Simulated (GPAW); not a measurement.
# OH/Cu(111): work function by functional and basis

How far do functional and basis move the work function of OH/Cu(111)?

Method: GPAW, PAW setups; slab in vacuum, relaxation, in the first sound run; inputs show where later runs differ, in GPAW 26.7.0.

**1. The structure**

The cell holds 6 atoms: 4 Cu, 1 O and 1 H. Cell: a = 2.553 Å, b = 2.553 Å, c = 26.555 Å, α = 90.0°, β = 90.0°, γ = 60.0°. Vacuum lies along c.

**2. Relaxation**

Forces are removed first; all later runs use this geometry. The lowest 2 atoms are held at bulk positions and keep their forces.

The input, run.py:

```python
import json
import numpy as np
from ase import Atoms
from ase.constraints import FixAtoms
from ase.optimize import BFGS
from gpaw import GPAW, PW

slab = Atoms(
    ['Cu', 'Cu', 'Cu', 'Cu', 'O', 'H'],
    positions=[
        [0.00000, 0.00000, 9.00000],
        [1.27633, 0.73689, 11.08423],
        [2.55266, 1.47378, 13.16847],
        [0.00000, 0.00000, 15.25270],
        [1.27633, 0.73689, 16.57497],
        [1.27633, 0.73689, 17.55497]],
    cell=[[2.55266, 0.0, 0.0], [1.27633, 2.21066, 0.0], [0.0, 0.0, 26.55497]],
    pbc=[True, True, False])

slab.calc = GPAW(mode=PW(500), xc='PBE', kpts={'size': (14, 14, 1), 'gamma': True},
                 occupations={'name': 'fermi-dirac', 'width': 0.1}, nbands='160%',
                 convergence={'density': 1e-05}, maxiter=200,
                 poissonsolver={'dipolelayer': 'xy'},
                 symmetry={'tolerance': 1e-3, 'extra_ids': [1, 1, 0, 0, 0, 0]}, txt='slab.txt')
result = {}
slab.set_constraint(FixAtoms([0, 1]))
path = []
opt = BFGS(slab, maxstep=0.2)
opt.attach(lambda: path.append((slab.get_potential_energy(), slab.positions.tolist(), slab.get_forces().tolist())))
result['relaxed'] = bool(opt.run(fmax=0.03, steps=40))
result['path'] = path
energy = slab.get_potential_energy()
fermi = slab.calc.get_fermi_level()
v = slab.calc.get_electrostatic_potential().mean((0, 1)) - fermi
n = slab.calc.get_pseudo_density().mean((0, 1))
L = slab.cell[2, 2]
z = np.arange(len(v)) * L / len(v)
low, high = slab.positions[:, 2].min(), slab.positions[:, 2].max()
below, above = np.interp([low - 6.8, high + 6.8], z, v)
slopes = [np.interp(x, z, np.gradient(v, z)) for x in (low - 6.8, high + 6.8)]
eps = np.array([[slab.calc.get_eigenvalues(k, s) for k in range(len(slab.calc.get_ibz_k_points()))]
                for s in range(slab.calc.get_number_of_spins())]) - fermi
top, bottom = eps[eps < 0].max(), eps[eps > 0].min()
dipole = slab.get_dipole_moment()[2]
print(f'energy {energy:.4f} eV, Fermi level {fermi:.4f} eV, dipole {dipole:.5f} e A')
print(f'potential 6.8 A off the faces, from the Fermi level: lower {below:.4f} eV, upper {above:.4f} eV')
print(f'slope of the potential there: lower {slopes[0]:.5f}, upper {slopes[1]:.5f} eV/A')
print(f'nearest levels on the mesh: {top:.4f} and {bottom:.4f} eV')
print('magnetic moment', round(slab.get_magnetic_moment(), 3))
result.update(energy=energy, fermi=fermi, dipole=dipole, below=below, above=above, slopes=slopes, edges=[top, bottom],
              z=z.tolist(), v=v.tolist(), n=n.tolist(), positions=slab.positions.tolist(),
              forces=slab.get_forces(apply_constraint=False).tolist(), moments=slab.get_magnetic_moments().tolist())
json.dump(result, open('result.json', 'w'))
```

On the command line:

```console
OMP_NUM_THREADS=1 OPENBLAS_NUM_THREADS=1 python run.py
```

Output:

```text
Step          Energy          fmax
BFGS:    0      -22.733945        0.917630
BFGS:    1      -22.743545        0.528445
BFGS:    2      -22.748569        0.357787
BFGS:    3      -22.752420        0.071639
BFGS:    4      -22.752708        0.076686
BFGS:    5      -22.753895        0.122036
BFGS:    6      -22.754453        0.102184
BFGS:    7      -22.754954        0.110356
BFGS:    8      -22.755369        0.135421
BFGS:    9      -22.756171        0.149466
BFGS:   10      -22.757427        0.135715
BFGS:   11      -22.758655        0.096286
BFGS:   12      -22.759224        0.043167
BFGS:   13      -22.759313        0.005397
energy -22.7063 eV, Fermi level 0.6001 eV, dipole 0.07228 e A
potential 6.8 A off the faces, from the Fermi level: lower 4.8270 eV, upper 2.5023 eV
slope of the potential there: lower -0.00133, upper -0.00077 eV/A
nearest levels on the mesh: -0.0067 and 0.0101 eV
magnetic moment 0.0
```

Wall time 25 min (1 thread of Arm Neoverse V1, shared host); peak memory 0.26 GiB.

This run has no spin polarisation, although Cu can carry a moment.

The steps of the relaxation:

```
step  energy less that of the first step (eV)  largest force (eV/Å)
   1                                   0.0000                0.9176
   2                                  -0.0096                0.5284
   3                                  -0.0146                0.3578
   4                                  -0.0185                0.0716
   5                                  -0.0188                0.0767
   6                                  -0.0199                0.1220
   7                                  -0.0204                0.1022
   8                                  -0.0209                0.1104
   9                                  -0.0213                0.1354
  10                                  -0.0220                0.1495
  11                                  -0.0232                0.1357
  12                                  -0.0245                0.0963
  13                                  -0.0251                0.0432
  14                                  -0.0252                0.0054
```

The atoms that moved most (Å):

```
atom     dx     dy     dz  length
  O5  0.000  0.000  0.098   0.098
  H6  0.000  0.000  0.092   0.092
 Cu4  0.000  0.000  0.032   0.032
 Cu3  0.000  0.000  0.029   0.029
```

Final coordinates:

```xyz
6
Lattice="2.5527 0.0000 0.0000 1.2763 2.2107 0.0000 0.0000 0.0000 26.5550" Properties=species:S:1:pos:R:3
Cu    0.0000    0.0000    9.0000
Cu    1.2763    0.7369   11.0842
Cu    2.5527    1.4738   13.1978
Cu    0.0000    0.0000   15.2851
O     1.2763    0.7369   16.6731
H     1.2763    0.7369   17.6467
```

This step gave:

| Quantity | Value |
| --- | --- |
| dipole along the normal | 0.07228 e·Å |
| levels nearest the Fermi level on the mesh | -0.006711, 0.01006 eV from the Fermi level |
| upper work function | 2.502 eV |
| lower work function | 4.827 eV |

The electrostatic potential energy of an electron (without an applied field's), less the Fermi level, planar mean oscillates, so the rows of the table below give means over windows of 1 Å about each position, cut where the curve ends. Its maxima inside the range that stand out by 2 % of the span (Å: eV): 0.5: 4.83, 10.1: 0.0173, 12.1: 0.209, 14.2: 0.128, 16.1: -2.33, 17.4: 0.771. Its minima: 9.0: -18.9, 11.1: -19.1, 13.2: -19.1, 15.3: -19.4, 16.7: -12.7, 17.6: -0.961.

Table of electrostatic potential energy of an electron (without an applied field's), less the Fermi level, planar mean by z; means over each step:

z (Å), electrostatic potential energy of an electron (without an applied field's), less the Fermi level, planar mean (eV) and a bar from the least value:
```
        0        4.4 #############################
        1        4.8 ##############################
        2        4.8 ##############################
        3        4.8 ##############################
        4        4.8 ##############################
        5        4.8 ##############################
        6        4.8 ##############################
        7        4.5 #############################
        8        0.5 #######################
        9      -14.0 
       10       -2.0 ###################
       11      -14.1 
       12       -2.2 ###################
       13      -13.1 #
       14       -3.4 #################
       15      -12.3 ###
       16       -6.7 ############
       17       -5.0 ##############
       18        0.6 #######################
       19        2.3 ##########################
       20        2.5 ##########################
       21        2.5 ##########################
       22        2.5 ##########################
       23        2.5 ##########################
       24        2.5 ##########################
       25        2.5 ##########################
       26        2.6 ###########################
```

The pseudo valence density, planar mean oscillates, so the rows of the table below give means over windows of 2.09 Å about each position, cut where the curve ends. Its maxima inside the range that stand out by 2 % of the span (Å: e/Å³): 8.9: 2.31, 11.0: 2.32, 13.3: 2.32, 15.4: 2.33, 16.7: 1.29. Its minima: 10.1: 0.240, 12.1: 0.233, 14.2: 0.246, 15.9: 0.493.

The pseudo valence density, planar mean by z; means over each step:

```csv
z (Å),"pseudo valence density, planar mean (e/Å³)"
3.13,0
5.22,2.7e-4
7.31,0.0624
9.40,0.930
11.49,0.928
13.58,0.934
15.67,1.15
17.77,0.314
19.85,0.00139
21.95,1.7e-5
```

The relaxation lowered the energy of the cell by 0.0252 eV (energies extrapolated to zero smearing; the optimiser's log prints free energies). The largest force left on a free atom is 0.0054 eV/Å.

**3. Plane waves, PBE**

With the geometry fixed, the planar mean of the potential gives the vacuum level on each side.

This step: GPAW, PAW setups; slab in vacuum (GPAW 26.7.0).

Edit run.py of step 2 so:

```diff
@@ -3,4 +3,2 @@
 from ase import Atoms
-from ase.constraints import FixAtoms
-from ase.optimize import BFGS
 from gpaw import GPAW, PW
@@ -12,6 +10,6 @@
         [1.27633, 0.73689, 11.08423],
-        [2.55266, 1.47378, 13.16847],
-        [0.00000, 0.00000, 15.25270],
-        [1.27633, 0.73689, 16.57497],
-        [1.27633, 0.73689, 17.55497]],
+        [2.55266, 1.47378, 13.19782],
+        [0.00000, 0.00000, 15.28514],
+        [1.27633, 0.73689, 16.67309],
+        [1.27633, 0.73689, 17.64670]],
     cell=[[2.55266, 0.0, 0.0], [1.27633, 2.21066, 0.0], [0.0, 0.0, 26.55497]],
@@ -23,10 +21,4 @@
                  poissonsolver={'dipolelayer': 'xy'},
-                 symmetry={'tolerance': 1e-3, 'extra_ids': [1, 1, 0, 0, 0, 0]}, txt='slab.txt')
+                 symmetry={'tolerance': 1e-3}, txt='slab.txt')
 result = {}
-slab.set_constraint(FixAtoms([0, 1]))
-path = []
-opt = BFGS(slab, maxstep=0.2)
-opt.attach(lambda: path.append((slab.get_potential_energy(), slab.positions.tolist(), slab.get_forces().tolist())))
-result['relaxed'] = bool(opt.run(fmax=0.03, steps=40))
-result['path'] = path
 energy = slab.get_potential_energy()
```

Output:

```text
energy -22.7063 eV, Fermi level 0.6000 eV, dipole 0.07229 e A
potential 6.8 A off the faces, from the Fermi level: lower 4.8267 eV, upper 2.5028 eV
slope of the potential there: lower -0.00133, upper -0.00070 eV/A
nearest levels on the mesh: -0.0067 and 0.0101 eV
magnetic moment 0.0
```

Elapsed: 3.6 min, on 1 thread; peak memory 0.25 GiB.

This step gave:

```
dipole along the normal                    : 0.07229 e·Å
levels nearest the Fermi level on the mesh : -0.006690, 0.01005 eV from the Fermi level
upper work function                        : 2.503 eV
```

The electrostatic potential energy of an electron (without an applied field's), less the Fermi level, planar mean by z:

z (Å), electrostatic potential energy of an electron (without an applied field's), less the Fermi level, planar mean (eV) and a bar from the least value:
```
      0.0        3.7 #############################
      0.5        4.8 ##############################
      1.0        4.8 ##############################
      1.5        4.8 ##############################
      2.0        4.8 ##############################
      2.5        4.8 ##############################
      3.0        4.8 ##############################
      3.5        4.8 ##############################
      4.0        4.8 ##############################
      4.5        4.8 ##############################
      5.0        4.8 ##############################
      5.5        4.8 ##############################
      6.0        4.8 ##############################
      6.5        4.8 ##############################
      7.0        4.6 ##############################
      7.5        3.9 #############################
      8.0        1.6 ##########################
      8.5       -7.0 ###############
      9.0      -18.9 
      9.5       -7.0 ###############
     10.0        0.0 ########################
     10.5       -5.2 #################
     11.0      -18.6 
     11.5       -9.7 ############
     12.0       -0.3 ########################
     12.5       -2.7 ####################
     13.0      -16.3 ###
     13.5      -13.2 #######
     14.0       -1.2 ######################
     14.5       -1.5 ######################
     15.0      -14.0 ######
     15.5      -16.2 ###
     16.0       -3.3 ####################
     16.5       -9.5 ############
     17.0       -3.7 ###################
     17.5       -0.1 ########################
     18.0        0.8 #########################
     18.5        2.0 ##########################
     19.0        2.4 ###########################
     19.5        2.4 ###########################
     20.0        2.5 ###########################
     20.5        2.5 ###########################
     21.0        2.5 ###########################
     21.5        2.5 ###########################
     22.0        2.5 ###########################
     22.5        2.5 ###########################
     23.0        2.5 ###########################
     23.5        2.5 ###########################
     24.0        2.5 ###########################
     24.5        2.5 ###########################
     25.0        2.5 ###########################
     25.5        2.5 ###########################
     26.0        2.5 ###########################
```

The pseudo valence density, planar mean oscillates, so the rows of the table below give means over windows of 2.09 Å about each position, cut where the curve ends. Its maxima inside the range that stand out by 2 % of the span (Å: e/Å³): 8.9: 2.31, 11.0: 2.32, 13.3: 2.32, 15.4: 2.33, 16.7: 1.29. Its minima: 10.1: 0.240, 12.1: 0.233, 14.2: 0.246, 15.9: 0.493.

Table of pseudo valence density, planar mean by z; means over each step:

z (Å), pseudo valence density, planar mean (e/Å³) and a bar:
```
     3.13       0.00 
     5.22       0.00 
     7.31       0.06 ##
     9.40       0.93 ########################
    11.49       0.93 ########################
    13.58       0.93 ########################
    15.67       1.15 ##############################
    17.77       0.31 ########
    19.85       0.00 
    21.95       0.00
```

Force by atom:

```csv
atom,x (eV/Å),y (eV/Å),z (eV/Å),size
Cu1,0.0000,0.0000,-0.0632,0.0632
Cu2,0.0000,0.0000,0.0668,0.0668
Cu3,0.0000,0.0000,-0.0001,0.0001
Cu4,0.0000,0.0000,-0.0060,0.0060
O5,0.0000,0.0000,0.0006,0.0006
H6,0.0000,0.0000,0.0034,0.0034
```

The potential is flat to 0.001 eV/Å where it is read, so the vacuum is wide enough.

**4. Self-consistent run: xc = "revPBE"**

The same geometry under revPBE, to see how far the functional moves the levels against the vacuum.

Edit run.py of step 3 so:

```diff
@@ -17,3 +17,3 @@
 
-slab.calc = GPAW(mode=PW(500), xc='PBE', kpts={'size': (14, 14, 1), 'gamma': True},
+slab.calc = GPAW(mode=PW(500), xc='revPBE', kpts={'size': (14, 14, 1), 'gamma': True},
                  occupations={'name': 'fermi-dirac', 'width': 0.1}, nbands='160%',
```

Output:

```text
energy -20.6836 eV, Fermi level 0.7281 eV, dipole 0.07190 e A
potential 6.8 A off the faces, from the Fermi level: lower 4.6768 eV, upper 2.3654 eV
slope of the potential there: lower -0.00132, upper -0.00074 eV/A
nearest levels on the mesh: -0.0067 and 0.0111 eV
magnetic moment 0.0
```

Wall time 3.4 min (1 thread); peak memory 0.25 GiB.

This step gave:

* dipole along the normal: 0.07190 e·Å
* levels nearest the Fermi level on the mesh: -0.006728, 0.01111 eV from the Fermi level
* upper work function: 2.365 eV
* lower work function: 4.677 eV

The electrostatic potential energy of an electron (without an applied field's), less the Fermi level, planar mean oscillates, so the rows of the table below give means over windows of 1 Å about each position, cut where the curve ends. Its maxima inside the range that stand out by 2 % of the span (Å: eV): 0.5: 4.68, 10.1: -0.106, 12.1: 0.0887, 14.2: 0.0104, 16.1: -2.43, 17.4: 0.684. Its minima: 9.0: -19.0, 11.1: -19.2, 13.2: -19.1, 15.3: -19.5, 16.7: -12.8, 17.6: -1.05.

Table of electrostatic potential energy of an electron (without an applied field's), less the Fermi level, planar mean by z; means over each step:

z (Å), electrostatic potential energy of an electron (without an applied field's), less the Fermi level, planar mean (eV) and a bar from the least value:
```
        0        4.2 #############################
        1        4.7 ##############################
        2        4.7 ##############################
        3        4.7 ##############################
        4        4.7 ##############################
        5        4.7 ##############################
        6        4.6 ##############################
        7        4.3 #############################
        8        0.4 #######################
        9      -14.1 
       10       -2.2 ###################
       11      -14.2 
       12       -2.4 ###################
       13      -13.2 #
       14       -3.5 #################
       15      -12.4 ###
       16       -6.8 ############
       17       -5.1 ##############
       18        0.5 #######################
       19        2.2 ##########################
       20        2.3 ##########################
       21        2.4 ##########################
       22        2.4 ##########################
       23        2.4 ##########################
       24        2.4 ##########################
       25        2.4 ##########################
       26        2.5 ###########################
```

The pseudo valence density, planar mean oscillates, so the rows of the table below give means over windows of 2.09 Å about each position, cut where the curve ends. Its maxima inside the range that stand out by 2 % of the span (Å: e/Å³): 8.9: 2.31, 11.0: 2.32, 13.3: 2.32, 15.4: 2.33, 16.7: 1.30. Its minima: 10.1: 0.240, 12.1: 0.233, 14.2: 0.246, 15.9: 0.491.

Pseudo valence density, planar mean against z; means over each step:

```csv
z (Å),"pseudo valence density, planar mean (e/Å³)"
3.13,0
5.22,2.7e-4
7.31,0.0622
9.40,0.930
11.49,0.928
13.58,0.934
15.67,1.15
17.77,0.314
19.85,0.00135
21.95,1.9e-5
```

Force by atom:

```csv
atom,x (eV/Å),y (eV/Å),z (eV/Å),size
Cu1,0.000,0.000,-0.198,0.198
Cu2,0.000,0.000,0.071,0.071
Cu3,0.000,0.000,-0.005,0.005
Cu4,0.000,0.000,-0.109,0.109
O5,0.000,0.000,0.274,0.274
H6,0.000,0.000,-0.032,0.032
```

The upper face's work function is 2.365 eV, against 2.503 eV in the first plane-wave PBE run at this geometry.

**5. Self-consistent run: xc = "RPBE"**

The same geometry under RPBE, to see how far the functional moves the levels against the vacuum.

Edit run.py of step 4 so:

```diff
@@ -17,3 +17,3 @@
 
-slab.calc = GPAW(mode=PW(500), xc='revPBE', kpts={'size': (14, 14, 1), 'gamma': True},
+slab.calc = GPAW(mode=PW(500), xc='RPBE', kpts={'size': (14, 14, 1), 'gamma': True},
                  occupations={'name': 'fermi-dirac', 'width': 0.1}, nbands='160%',
```

Output:

```text
energy -20.2732 eV, Fermi level 0.7431 eV, dipole 0.07035 e A
potential 6.8 A off the faces, from the Fermi level: lower 4.6519 eV, upper 2.3903 eV
slope of the potential there: lower -0.00128, upper -0.00081 eV/A
nearest levels on the mesh: -0.0067 and 0.0113 eV
magnetic moment 0.0
```

Elapsed: 6.1 min, on 1 thread; peak memory 0.25 GiB.

Numbers from this step:

```
dipole along the normal                    : 0.07035 e·Å
levels nearest the Fermi level on the mesh : -0.006690, 0.01128 eV from the Fermi level
upper work function                        : 2.390 eV
lower work function                        : 4.652 eV
```

The electrostatic potential energy of an electron (without an applied field's), less the Fermi level, planar mean oscillates, so the rows of the table below give means over windows of 1 Å about each position, cut where the curve ends. Its maxima inside the range that stand out by 2 % of the span (Å: eV): 0.5: 4.65, 10.1: -0.151, 12.1: 0.0445, 14.2: -0.0334, 16.1: -2.47, 17.4: 0.666. Its minima: 9.0: -19.0, 11.1: -19.2, 13.2: -19.2, 15.3: -19.5, 16.7: -12.8, 17.6: -1.06.

Table of electrostatic potential energy of an electron (without an applied field's), less the Fermi level, planar mean by z; means over each step:

| z (Å) | electrostatic potential energy of an electron (without an applied field's), less the Fermi level, planar mean (eV) |
| --- | --- |
| 0 | 4.22 |
| 1 | 4.65 |
| 2 | 4.65 |
| 3 | 4.65 |
| 4 | 4.65 |
| 5 | 4.65 |
| 6 | 4.62 |
| 7 | 4.31 |
| 8 | 0.364 |
| 9 | -14.2 |
| 10 | -2.20 |
| 11 | -14.2 |
| 12 | -2.41 |
| 13 | -13.3 |
| 14 | -3.52 |
| 15 | -12.4 |
| 16 | -6.82 |
| 17 | -5.15 |
| 18 | 0.498 |
| 19 | 2.19 |
| 20 | 2.36 |
| 21 | 2.39 |
| 22 | 2.39 |
| 23 | 2.39 |
| 24 | 2.39 |
| 25 | 2.39 |
| 26 | 2.52 |

The upper face's work function is 2.390 eV, against 2.503 eV in the first plane-wave PBE run at this geometry.

[end of part 1 of 2]

[Logs are printed without paths, hosts, clocks, repeated set-up lines and the standing remarks that a program may print on its own settings, such as how far it seeks lower states.]

[Hosts, paths, dates, database ids (printed as entryN), source tags and the programs' standing remarks are cut or masked in the printed files.]
